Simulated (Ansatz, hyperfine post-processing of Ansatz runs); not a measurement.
# Reading the 19F spectrum of YCuF5

Calculated values: DFT, r2SCAN, plane-wave PAW, default files (PAW set soft_2), collinear spin, scalar-relativistic (Ansatz), contact and point-dipole shifts scaled to 330 K with Θ = 0 K (a pure Curie law); spin-only moments, above the ordering temperature.

```cif
data_structure
_symmetry_space_group_name_H-M 'P 1'
_symmetry_Int_Tables_number 1
_cell_length_a 8.4646
_cell_length_b 5.7293
_cell_length_c 5.7293
_cell_angle_alpha 74.691
_cell_angle_beta 68.324
_cell_angle_gamma 68.324
_cell_volume 237.31
loop_
_atom_site_label
_atom_site_type_symbol
_atom_site_fract_x
_atom_site_fract_y
_atom_site_fract_z
_atom_site_occupancy
Y1 Y 0.25000 0.50000 0.50000 1
Y2 Y 0.75000 0.50000 0.50000 1
Cu3 Cu 0.00000 0.00000 0.00000 1
Cu4 Cu 0.50000 0.00000 0.00000 1
F5 F 0.00000 0.50000 0.50000 1
F6 F 0.50000 0.50000 0.50000 1
F7 F 0.11206 0.77588 0.77588 1
F8 F 0.61206 0.77588 0.77588 1
F9 F 0.38794 0.22412 0.22412 1
F10 F 0.88794 0.22412 0.22412 1
F11 F 0.25000 0.81242 0.18758 1
F12 F 0.75000 0.81242 0.18758 1
F13 F 0.25000 0.18758 0.81242 1
F14 F 0.75000 0.18758 0.81242 1
```

19F MAS at 2.35 T (94.2 MHz), 60 kHz, 330 K; contact and dipolar shift alone, no orbital or quadrupolar part; lines under 1.5 % of the strongest are left out. Lines of the NMR spectrum (strongest = 100):

| position (ppm) | intensity |
| --- | --- |
| -50.2 | 51 |
| 3079.8 | 100 |
| 3601.8 | 6.5 |
| 4238.9 | 90 |
| 4876.0 | 4.9 |

Q: Find the isotropic shifts among the lines and assign them to the F sites.

Sidebands are spaced by 637 ppm (the spinning rate over the resonance of 94.2 MHz). An isotropic line need not be the tallest: it is the area-weighted centre of its own family of sidebands, and the one that stays put when the rate is changed. Isotropic shifts: -50 ppm for atom 5 and the 1 atom equivalent to it (no Cu within 3.2 Å), reduced anisotropy 108 ppm; 4239 ppm for atom 7 and the 3 atoms equivalent to it (bonded to 1 Cu at 1.81 Å), reduced anisotropy 611 ppm; 3080 ppm for atom 11 and the 3 atoms equivalent to it (bonded to 2 Cu at 2.49 Å), reduced anisotropy 256 ppm. The families' total areas stand as 1:2:2; where areas are equal the match rests on the calculation.

[Logs are printed without paths, hosts, clocks, repeated set-up lines and the standing remarks that a program may print on its own settings, such as how far it seeks lower states.]

[Hosts, paths, dates, database ids (printed as entryN), source tags and the programs' standing remarks are cut or masked in the printed files.]
